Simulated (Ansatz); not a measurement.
**What do other settings change for graphene/h-AlN heterobilayer (68 atoms)?**

The cell holds 68 atoms: 42 C, 13 Al and 13 N. Cell: a = 11.279 Å, b = 11.279 Å, c = 19.440 Å, α = 90.0°, β = 90.0°, γ = 120.0°. It derives from C and AlN. 21 cells of graphene (a = 2.46 Å, strained +0.05 %) and 13 cells of h-AlN (a = 3.13 Å, -0.05 %) on one hexagonal cell, twist 57.00 deg; facing planes 3.44 Å apart; 16 Å of vacuum; displaced by a Gaussian of 0.01 Å. Regions: layer 1, 42 atoms (42 C); layer 2, 26 atoms (13 Al and 13 N). Vacuum lies along c.

Geometry: as built.

Reference run: Kohn-Sham DFT, PBE+D4, PAW (set soft_2), plane waves (Ansatz 0.2.0), cutoff 420 eV, k-mesh 3×3×1, gaussian smearing of 0.05 eV.

```
r.m.s. force component : 0.4807 eV/Å
SCF cycles             : 10
time                   : 3.1 min on 4 threads of Arm Neoverse V1, shared host
```

Q: Estimate how much each variant changes the results, and its time and memory.
- support functions medium
- support functions low
- support functions high
- support functions medium, radius 3.46 Å
- support functions medium, radius 3.74 Å
- support functions medium, radius 3.99 Å
- support functions medium, radius 4.28 Å
- support functions medium, radius 4.81 Å
- support functions medium, radius 5.35 Å
- crystal.symmetry.detect = false, hamiltonian.xc = "revpbe" and scf.initial_density.chi_scale = 0.3

Differences are against the plane-wave reference (Kohn-Sham DFT, PBE+D4, PAW (set soft_2), plane waves), whose r.m.s. force component is 0.481 eV/Å. Energies are set beside the reference only for runs with its functional, potentials and electron count. Times are for 4 threads of Arm Neoverse V1, shared host. The reference's time includes the DOS, ELF and grids, which some other runs skip.

| run | Δ force, r.m.s. (meV/Å) | share of r.m.s. force (%) | Δ energy (meV/atom) | cycles | time | host memory (GiB) |
| --- | --- | --- | --- | --- | --- | --- |
| reference | - | - | - | 10 | 3.1 min | 6.1 |
| support functions medium | 0.409 | 0.0851 | -3.44 | 13 | 1.7 min | 3.5 |
| support functions low | 0.526 | 0.110 | -3.44 | 12 | 89 s | 3.3 |
| support functions high | 0.255 | 0.053 | -3.40 | 18 | 6 min | 6.6 |
| support functions medium, radius 3.46 Å | 0.412 | 0.0858 | -3.44 | 13 | 1.7 min | 3.4 |
| support functions medium, radius 3.74 Å | 0.393 | 0.0817 | -3.44 | 13 | 1.9 min | 3.6 |
| support functions medium, radius 3.99 Å | 0.375 | 0.0779 | -3.44 | 13 | 2.1 min | 3.9 |
| support functions medium, radius 4.28 Å | 0.366 | 0.0761 | -3.44 | 13 | 2.5 min | 4.2 |
| support functions medium, radius 4.81 Å | 0.36 | 0.0749 | -3.44 | 13 | 3.3 min | 4.7 |
| support functions medium, radius 5.35 Å | 0.351 | 0.073 | -3.44 | 13 | 4.5 min | 5.4 |
| crystal.symmetry.detect = false, hamiltonian.xc = "revpbe" and scf.initial_density.chi_scale = 0.3 | 27.0 | 5.61 | - | 11 | 3.2 min | 6.0 |

Among numerical settings the force difference runs from 0.26 meV/Å (support functions high) to 0.53 meV/Å (support functions low). Differences between support functions and plane waves include what basis error the plane-wave run still has. As the radius goes from 3.46 to 5.35 Å, the force difference goes from 0.41 to 0.35 meV/Å, and the time from 1.7 min to 4.5 min. The slab bears a dipole and has periodic images along its normal, so a spurious field crosses the vacuum.

[Logs are printed without paths, hosts, clocks, repeated set-up lines and the standing remarks that a program may print on its own settings, such as how far it seeks lower states.]

[Hosts, paths, dates, database ids (printed as entryN), source tags and the programs' standing remarks are cut or masked in the printed files.]
